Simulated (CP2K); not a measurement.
Consider boron trifluoride at its PBE geometry (Å).

```xyz
4

F     1.2009   -0.5682    0.0614
B    -0.0013   -0.0039    0.0001
F    -1.1040   -0.7484   -0.0307
F    -0.0956    1.3204   -0.0308
```

Method: CP2K XAS_TDP, all-electron GAPW, PBEh(45%), aug-cc-pVTZ, TDA, GW2X-corrected core level, no relativity.

**Question.** Predict the bright core excitations at the F K edge.

Leading lines: F1 687.77 eV. The leading line of an atom is its first one with 35 % of the strongest within 2.5 eV of its lowest line over the strength cut. Core ionisation energies at this level: F1 691.26 eV.

The first six lines of each atom with a strength over 0.0015:

```tsv
atom	energy (eV)	states	strength, one atom	above the computed threshold
F1 (bonded to B), 3 alike	687.77	1	0.0180	
	688.47	1	0.0039	
	690.39	1	0.0043	
	690.44	1	0.0034	
	691.61	1	0.0088	yes
	692.79	1	0.0054	yes
```

Lines are vertical, at one geometry, with no vibrational structure. GW2X ionisation energies and lines can be off by 1 to 2 eV either way, and a good line position may hide errors that cancel. These values hold no scalar relativity, about 0.7 eV for F 1s. Rydberg lines, and the discretised continuum above threshold, depend on the basis and the box.

[Banner, clock and machine lines of the logs are left out without a mark of their own.]

[Logs are printed without paths, hosts, clocks, repeated set-up lines and the standing remarks that a program may print on its own settings, such as how far it seeks lower states.]

[Hosts, paths, dates, database ids (printed as entryN), source tags and the programs' standing remarks are cut or masked in the printed files.]
